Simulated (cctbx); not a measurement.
## Reading a Patterson map

Space group R3m (no. 160), a = 3.4120 Å, b = 3.4120 Å, c = 40.8920 Å, α = 90.00°, β = 90.00°, γ = 120.00°, content In9 Al9 N6 C3 B6.

Simulated single-crystal data (cctbx): Mo Kα, λ = 0.71073 Å, to d = 0.77 Å, 80 % of the full sphere, strongest reflection 70000 counts, noise from counting, a 2 % proportional error and a noise floor of 2 counts (s.d.); no absorption.

Patterson synthesis from sharpened amplitudes, origin scaled to 1000:

```text
Patterson group R -3 m :H
      u       v       w   height  length (A)
  0.000   0.000   0.000   1000.0     0.00
  0.000   0.000   0.108    411.6     4.43
  0.000   0.000   0.280    365.1    11.46
  0.000   0.000   0.173    353.0     7.07
  0.000   0.000   0.223    140.5     9.10
  0.000   0.000   0.394    140.4    16.10
  0.000   0.000   0.500    115.4    20.45
  0.000   0.000   0.059     64.5     2.42
  0.000   0.000   0.343     61.9    14.01
  0.018   0.509   0.328     51.6    13.54
  0.089   0.320   0.014     35.8     1.14
  0.137   0.273   0.982     32.9     1.10
  0.000   0.500   0.343     30.7    14.11
  0.012   0.506   0.051     30.1     2.69
```

Q: Assign the vectors.

A peak at u stands for all pairs with xi − xj = u, with weight Σ ZiZj against Σ Z² = 23682 at the origin. Peak heights follow these weights only roughly, since form factors, motion and series ripples differ, all vectors within 0.55 Å of a peak are counted as merged into it though the farther ones add only part of their weight, and F(000) is left out, which lowers the whole map:

| u | v | w | shortest length (Å) | height | 1000 ΣZiZj/ΣZ² | pairs in the cell |
| --- | --- | --- | --- | --- | --- | --- |
| 0.000 | 0.000 | 0.108 | 4.42 | 412 | 487 | 3 × In–In, 6 × In–Al, 3 × Al–Al |
| 0.000 | 0.000 | 0.280 | 2.94 | 365 | 389 | 3 × In–In, 3 × In–Al, 3 × C–B |
| 0.000 | 0.000 | 0.173 | 6.85 | 353 | 409 | 3 × In–In, 6 × In–N, 3 × Al–C, 3 × Al–B |
| 0.000 | 0.000 | 0.223 | 4.92 | 140 | 230 | 6 × In–Al, 3 × In–C, 3 × In–B |
| 0.000 | 0.000 | 0.394 | 3.17 | 140 | 273 | 9 × In–Al, 3 × Al–Al, 3 × N–C, 3 × N–B |
| 0.000 | 0.000 | 0.500 | 7.09 | 115 | 204 | 6 × In–Al, 6 × Al–Al |
| 0.000 | 0.000 | 0.059 | 2.41 | 64 | 192 | 6 × In–C, 3 × In–N, 9 × Al–N, 3 × In–B, 3 × Al–B |
| 0.000 | 0.000 | 0.343 | 2.01 | 62 | 87 | 6 × In–N |
| 0.018 | 0.509 | 0.328 | 1.06 | 52 | 0 | none within 0.55 Å |

The table stops at ten peaks or at a height of 45, below which ripples compete. In the model behind the data In, the heaviest element, has 3 independent sites: (0, 0, 0.1926), (0, 0, 0.0852) and (2/3, 1/3, 0.2459), up to an allowed shift of origin; the In–In vectors are differences of these positions and their symmetry mates. The whole model:

| atom | mult. | x | y | z | Ueq (Å²) |
| --- | --- | --- | --- | --- | --- |
| In1 | 3 | 0 | 0 | 0.1926 | 0.0128 |
| In2 | 3 | 0 | 0 | 0.0852 | 0.0156 |
| In3 | 3 | 2/3 | 1/3 | 0.2459 | 0.0151 |
| Al1 | 3 | 2/3 | 1/3 | 0.0255 | 0.0276 |
| Al2 | 3 | 2/3 | 1/3 | 0.1409 | 0.0261 |
| Al3 | 3 | 0 | 0 | 0.3089 | 0.0225 |
| N1 | 3 | 2/3 | 1/3 | 0.0732 | 0.0297 |
| N2 | 3 | 0 | 0 | 0.2587 | 0.0325 |
| C1 | 3 | 0 | 0 | 0.1348 | 0.0328 |
| B1 | 3 | 2/3 | 1/3 | 0.3320 | 0.0295 |
| B2 | 3 | 2/3 | 1/3 | 0.1978 | 0.0286 |

The model was made for the exercise: a known structure type with other elements put in, its volume estimated, not relaxed; displacement parameters are assumed.

[Logs are printed without paths, hosts, clocks, repeated set-up lines and the standing remarks that a program may print on its own settings, such as how far it seeks lower states.]
